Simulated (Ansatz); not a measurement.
# Ca2H3F (built on the sites of a database entry of Ca2H3Br): from the cell to its phonons, part 2 of 3

Aim: the vibrations of Ca2H3F (built on the sites of a database entry of Ca2H3Br), their spectra, and whether the structure is stable.

Ansatz 0.2.0; DFT RPBE, scalar-relativistic, plane waves, PAW.

So far. Step 4 (Relaxing to small forces for the phonons): The largest force component left is 0.44 meV/Å and the pressure is 0.002 GPa, within the tolerances set. The cell now holds 12.27 Å³/atom. The relaxed cell has a = 3.785, c = 5.933 Å (conventional setting).

The structure was built from a prototype and need not be the compound's stable phase.

## (5) Modes at Γ

The zone centre comes first: it holds the modes that light can see, as far as symmetry allows. The response to a homogeneous field gives the Born charges and the dielectric tensor, and its change with displacement the Raman tensors.

input.yaml reads:

```yaml
crystal:
  lattice:
    - [3.78546522, 2.8981e-06, 0.0]
    - [-1.8927351198, 3.2783075966, 0.0]
    - [0.0, 0.0, 5.9327754861]
  atoms:
    - { symbol: Ca, position: [0.6666666667, 0.3333333333, 0.2258894908] }
    - { symbol: Ca, position: [0.3333333333, 0.6666666667, 0.7741105092] }
    - { symbol: H, position: [0.6666666667, 0.3333333333, 0.8130531119] }
    - { symbol: H, position: [0.3333333333, 0.6666666667, 0.1869468881] }
    - { symbol: H, position: [0.0, 0.0, 0.0] }
    - { symbol: F, position: [0.0, 0.0, 0.5] }
kpoints:
  mp_grid: { grid: [9, 9, 4] }
hamiltonian:
  xc: rpbe
scf:
  occupations: { method: fixed }
output:
  eigenvalues: true
phonons:
  method: dfpt
  dielectric: true
  rigid_motions: translations
  raman: true
```

Command:

```sh
$ ansatz run input.yaml --threads 8 --pin off --max-ram 14336MiB --backend cpu --events-out ev --progress --plain --runs-dir out
```

Numbers of over 12 decimals in the logs are rounded to 6 here.

What it wrote:

```text
[...]
Crystal: 6 atoms, lattice volume = 73.625 Å³
Basis set: ecut = 420 eV, 1459 PW (Γ), exchange–correlation on 54×54×80 points (8 copies of the dense FFT grid, shifted against one another)
Bands: 21, of which v1, the nominal top of the filled ones, is band 15 counted from 1 (14 counted from 0)
Symmetry: 12 space group operations
k-points: 95 of 324 (irreducible under 2 space group operations, time reversal used)
[...]
SCF iter   1: F=—  HF=-4505.511406 eV  |F-HF|=—  |Δ(HF+E_count)|=         —  Δρ=5.52e-3  dr2=2.03e-2  ethr=1.77e-3  ⟨swp⟩=4.1  Hψ=8659  notcnv=0  defer=233
[...]
SCF iter   9: F=-4505.509292 eV  HF=-4505.509292 eV  |F-HF|=6.37e-11  |Δ(HF+E_count)|=   1.40e-9  Δρ=3.12e-7  dr2=5.29e-11  ethr=1.00e-12  ⟨swp⟩=11.3  Hψ=15616  notcnv=0
SCF 1 converged in 9 iterations: F = -4505.509292 eV  dr2 = 5.29e-11
[...]
NSCF: frozen V_eff on 4 k-points
DFPT response loops at Γ: preconditioner auto → Resta (q_TF=auto, 2.349 Å⁻¹)  ε∞=5.9 (no band partly filled); β = 1.00, the filter's whole step (`scf.mixing.beta` (0.50) is not read by the response loops at its default; to damp them type it under 1.00, their step now; it binds the ground state too); Broyden in place of MSR1
── the response to a field inside a basis, on 12×12×8 k-points: an SCF that follows is theirs, and a resumed run solves both again ──
Bands: 16, of which v1, the nominal top of the filled ones, is band 15 counted from 1 (14 counted from 0)
k-points: 312
[...]
Eigensolver: Dense (312 Hₖ)
SCF iter   1: F=—  HF=-4505.505184 eV  |F-HF|=—  |Δ(HF+E_count)|=         —  Δρ=3.20e-4  dr2=1.84e-5  ethr=1.00e-1
[...]
SCF iter   6: F=-4505.505198 eV  HF=-4505.505198 eV  |F-HF|=2.73e-11  |Δ(HF+E_count)|=  6.66e-10  Δρ=1.77e-7  dr2=1.70e-11  ethr=1.32e-12
SCF 1 converged in 6 iterations: F = -4505.505198 eV  dr2 = 1.70e-11
[...]
SCF converged after 9 iterations
Free energy (F): -4505.509292 eV
[...]
Internal energy: -4505.509292 eV  (E = F + TS)
E sigma→0 (E₀):  -4505.509292 eV
Fermi energy:    7.114073 eV
[...]
--- Band table (eV; the first three rows and the last of 95) ---
  k-point 0: bands = [... 11 lower, 1.4187, 1.4187, 3.7460, 6.7799, 9.9933, 10.0748, 10.0748, 10.1966, ... 2 higher]
  k-point 1: bands = [... 11 lower, 1.4166, 1.5754, 3.4652, 6.9193, 9.5417, 9.8763, 9.8763, 10.3141, ... 2 higher]
  k-point 2: bands = [... 11 lower, 1.4144, 2.2351, 2.9638, 7.1141, 9.0408, 9.7475, 9.7475, 10.4134, ... 2 higher]
  k-point 94: bands = [... 11 lower, 1.2515, 2.6971, 3.8022, 4.5806, 8.9561, 9.6604, 10.0924, 10.9218, ... 2 higher]
--- Phonons (Γ-DFPT): 8 representative perturbations + reference, on 95 of 324 k-points (Σ response iterations 31) ---
  k mesh reduced under 2 symmetry operations, with k and −k counted as one. Each operation leaves every solved perturbation unchanged. A smaller set is not considered because the run solves the response to a homogeneous field
  ASR residual: 2.239e-4 → 0.000e0 eV/Å²; symmetrization residual: 7.880e-5 eV/Å²
  ASR residual per site (eV/Å²): 1.45e-4 1.45e-4 3.32e-5 3.32e-5 8.48e-6 2.24e-4
  Γ frequencies (cm⁻¹): 0.00 0.00 0.00 93.01 93.01 128.91 138.02 138.02 194.42 581.09 581.09 651.52 727.64 830.37 1123.40 1123.40 1152.88 1152.88
  ε∞ (high-frequency dielectric tensor):
        4.373432    -0.000000     0.000000
       -0.000000     4.373432    -0.000000
       -0.000000    -0.000000     3.500367
  ε⁰ (static dielectric tensor: ions relaxed, cell fixed):
       28.132133     0.000000     0.000000
        0.000000    28.132133    -0.000000
        0.000000    -0.000000    30.239483
  ε⁰ − ε∞ (ionic part):
       23.758701     0.000000     0.000000
        0.000000    23.758701    -0.000000
        0.000000    -0.000000    26.739116
  softest optical mode at Γ: 93.01 cm⁻¹; the repairs (sum rule, projections) moved no ω² at Γ by more than (19.79 cm⁻¹)²
  Born effective charges Z* (e; rows j = field, columns β = displacement):
    site 0:
         2.32435   -0.00000   -0.00000
        -0.00000    2.32435   -0.00000
         0.00000   -0.00000    2.00158
    site 1:
         2.32435   -0.00000   -0.00000
        -0.00000    2.32435   -0.00000
        -0.00000   -0.00000    2.00158
    site 2:
        -1.01916    0.00000   -0.00000
         0.00000   -1.01916    0.00000
        -0.00000    0.00000   -0.79885
    site 3:
        -1.01916    0.00000   -0.00000
         0.00000   -1.01916    0.00000
        -0.00000    0.00000   -0.79885
    site 4:
        -1.25404    0.00000    0.00000
         0.00000   -1.25404    0.00000
        -0.00000    0.00000   -0.69264
    site 5:
        -1.35633    0.00000    0.00000
        -0.00000   -1.35633    0.00000
         0.00000    0.00000   -1.71284
  Z* charge neutrality: 2.068e-3 e pre-enforcement
  solved inside a basis spanned on kpoints, on 12×12×8 k-points transformed towards the longest dipole: ε∞ is read to err by 1.1e-2, Z* by 1.1e-2 e (field_mesh: kpoints solves on kpoints); Z* is corrected for what the basis lacks
  Raman tensors (in the event stream and the table raman_tensors.tsv): an entry may err by 1.1e-2 Å², one of the second-order susceptibility by 2.9e-20 pm/V (basis, points and sum rule); their sum over the sites missed zero by 1.776e-15 Å² ahead of its enforcement
  optical modes at Γ without the LO–TO term, one row a degenerate level:
      ω (cm⁻¹)  modes    IR ((D/Å)²/amu)  static Raman (Å⁴/amu)  depolarisation
         93.01      2            10.5541                 0.0000               —
        128.91      1            14.1126                 0.0000               —
        138.02      2             0.0000                 0.1103           0.750
        194.42      1             0.0000                27.7550           0.705
        581.09      2           131.2102                 0.0000               —
        651.52      1            26.5927                 0.0000               —
        727.64      1             0.0000              1718.0947           0.040
        830.37      1             7.6619                 0.0000               —
       1123.40      2             0.0000                27.8908           0.750
       1152.88      2            42.2231                 0.0000               —
  optical modes at Γ + LO–TO along q̂ = [1.0000, 0.0000, 0.0000]:
      ω (cm⁻¹)  modes    IR ((D/Å)²/amu)  static Raman (Å⁴/amu)  depolarisation
         93.01      1             5.2770                 0.0000               —
        128.91      1            14.1126                 0.0000               —
        138.02      2             0.0000                 0.1103           0.750
        150.69      1             0.8323                 0.0000               —
        194.42      1             0.0000                27.7550           0.705
        581.09      1            65.6051                 0.0000               —
        651.52      1            26.5927                 0.0000               —
        727.64      1             0.0000              1718.0947           0.040
        830.37      1             7.6619                 0.0000               —
        841.14      1            41.8168                 0.0000               —
       1123.40      2             0.0000                27.8908           0.750
       1152.88      1            21.1116                 0.0000               —
       1246.82      1            49.3446                 0.0000               —
  optical modes at Γ + LO–TO along q̂ = [0.0000, 1.0000, 0.0000]:
      ω (cm⁻¹)  modes    IR ((D/Å)²/amu)  static Raman (Å⁴/amu)  depolarisation
         93.01      1             5.2770                 0.0000               —
        128.91      1            14.1126                 0.0000               —
        138.02      2             0.0000                 0.1103           0.750
        150.69      1             0.8323                 0.0000               —
        194.42      1             0.0000                27.7550           0.705
        581.09      1            65.6051                 0.0000               —
        651.52      1            26.5927                 0.0000               —
        727.64      1             0.0000              1718.0947           0.040
        830.37      1             7.6619                 0.0000               —
        841.14      1            41.8168                 0.0000               —
       1123.40      2             0.0000                27.8908           0.750
       1152.88      1            21.1116                 0.0000               —
       1246.82      1            49.3446                 0.0000               —
  optical modes at Γ + LO–TO along q̂ = [0.0000, 0.0000, 1.0000]:
      ω (cm⁻¹)  modes    IR ((D/Å)²/amu)  static Raman (Å⁴/amu)  depolarisation
         93.01      2            10.5541                 0.0000               —
        138.02      2             0.0000                 0.1103           0.750
        194.42      1             0.0000                27.7550           0.705
        288.73      1             4.2729                 0.0000               —
        581.09      2           131.2102                 0.0000               —
        727.64      1             0.0000              1718.0947           0.040
        763.51      1             8.2134                 0.0000               —
        929.83      1            35.8810                 0.0000               —
       1123.40      2             0.0000                27.8908           0.750
       1152.88      2            42.2231                 0.0000               —
```

Run time: 4.7 min. Hardware: 8 threads of Arm Neoverse V2, shared host; peak memory 3 GiB; 37 min of CPU time.

Reading the cycles: dr2 is the Hartree energy of the density residual (eV), the measure of convergence; HF is the Harris–Foulkes estimate of the energy, which meets the free energy F at convergence.

Numbers from this step:

```
sum-rule residual before enforcement                    : 2.24e-4 eV/Å²
miss of the charge sum rule                             : 0.002068 e
estimated error of the dielectric tensor                : 0.01125
estimated error of the Born charges                     : 0.01112 e
point group                                             : -3m
highest optical mode at the zone centre (no LO-TO term) : 1153 cm⁻¹
lowest optical zone-centre mode                         : 93.01 cm⁻¹
mean high-frequency dielectric constant                 : 4.082
largest Born charge (third of the trace)                : 2.217 e
mean static dielectric constant                         : 28.83
top of the zone-centre spectrum with the field          : 1247 cm⁻¹
```

Without the LO-TO term. Patterns of degenerate modes are one choice out of their space. Modes at Γ, with each element's share of the kinetic energy:

```tsv
mode	frequency (cm⁻¹)	symmetry	Ca %	H %	F %
1	0.0	acoustic	78	3	19
2	0.0	acoustic	78	3	19
3	0.0	acoustic	78	3	19
4	93.0	Eu	19	0	81
5	93.0	Eu	19	0	81
6	128.9	A2u	21	3	76
7	138.0	Eg	99	1	0
8	138.0	Eg	99	1	0
9	194.4	A1g	97	3	0
10	581.1	Eu	2	98	0
11	581.1	Eu	2	98	0
12	651.5	A2u	0	95	4
13	727.6	A1g	3	97	0
14	830.4	A2u	0	98	1
15	1123.4	Eg	1	99	0
16	1123.4	Eg	1	99	0
17	1152.9	Eu	1	99	0
18	1152.9	Eu	1	99	0
```

Displacements in mode 5 (93.0 cm⁻¹), the largest set to 1:
```
Ca1  0.00 -0.24  0.00
Ca2  0.00 -0.24  0.00
H3   0.00 -0.06  0.00
H4   0.00 -0.06  0.00
H5   0.00  0.00  0.00
F6  -0.01  1.00  0.00
```

Displacements in mode 16 (1123.4 cm⁻¹), the largest set to 1:
```
Ca1  0.00 -0.01  0.00
Ca2  0.00  0.01  0.00
H3   0.00 -1.00  0.00
H4   0.00  1.00  0.00
H5   0.00  0.00  0.00
F6   0.00  0.00  0.00
```

Optical modes at the zone centre, without and with the macroscopic field of the longitudinal modes; each column is sorted by frequency, so a row need not hold one and the same mode. Modes with and without the field, by row:

```tsv
rank among optical modes	no field (cm⁻¹)	q along (1, 0, 0) (cm⁻¹)	q along (0, 0, 1) (cm⁻¹)
1	93	93	93
2	93	128.9	93
3	128.9	138	138
4	138	138	138
5	138	150.7	194.4
6	194.4	194.4	288.7
7	581.1	581.1	581.1
8	581.1	651.5	581.1
9	651.5	727.6	727.6
10	727.6	830.4	763.5
11	830.4	841.1	929.8
12	1123	1123	1123
13	1123	1123	1123
14	1153	1153	1153
15	1153	1247	1153
```

Born charge (rows field, columns displacement) (e), principal values of the symmetric part by kind of site:

```tsv
atom	atoms with these values	low	middle	high	mean
Ca1	2	2.00	2.32	2.32	2.22
H3	2	-1.02	-1.02	-0.80	-0.95
H5	1	-1.25	-1.25	-0.69	-1.07
F6	1	-1.71	-1.36	-1.36	-1.48
```

In full for F6:

```
-1.36  0.00  0.00
 0.00 -1.36  0.00
 0.00  0.00 -1.71
```

High-frequency dielectric tensor:

```
4.37 0.00 0.00
0.00 4.37 0.00
0.00 0.00 3.50
```

Static dielectric tensor (ions relaxed, fixed cell):

```
28.13  0.00  0.00
 0.00 28.13  0.00
 0.00  0.00 30.24
```

Transverse modes. Lines of the infrared spectrum (strongest = 100):

```tsv
position (cm⁻¹)	label	relative intensity
93	Eu	8.0
129	A2u	11
138	Eg	0.0
194	A1g	0.0
581	Eu	100
652	A2u	20
728	A1g	0.0
830	A2u	5.8
1123	Eg	0.0
1153	Eu	32
```

Activity x (w_L - w)^4 (n + 1)/w, 532 nm, 300 K; the tensors are static ones, while 532 nm light lies above the computed direct gap, where resonance would change the heights; modes without the macroscopic field alone. Lines of the Raman spectrum (strongest = 100):

```tsv
position (cm⁻¹)	label	relative intensity
93	Eu	0.0
129	A2u	0.0
138	Eg	0.1
194	A1g	11
581	Eu	0.0
652	A2u	0.0
728	A1g	100
830	A2u	0.0
1123	Eg	0.9
1153	Eu	0.0
```

Before it was imposed, the acoustic sum rule was missed by 2.2e-4 eV/Å² and the charge sum rule by 0.0021 e. Small misses are needed for a sound result but don't prove that mesh and cutoff are converged. The lowest optical mode is real, 93.0 cm⁻¹.

[end of part 2 of 3]

[Logs are printed without paths, hosts, clocks, repeated set-up lines and the standing remarks that a program may print on its own settings, such as how far it seeks lower states.]

[Hosts, paths, dates, database ids (printed as entryN), source tags and the programs' standing remarks are cut or masked in the printed files.]
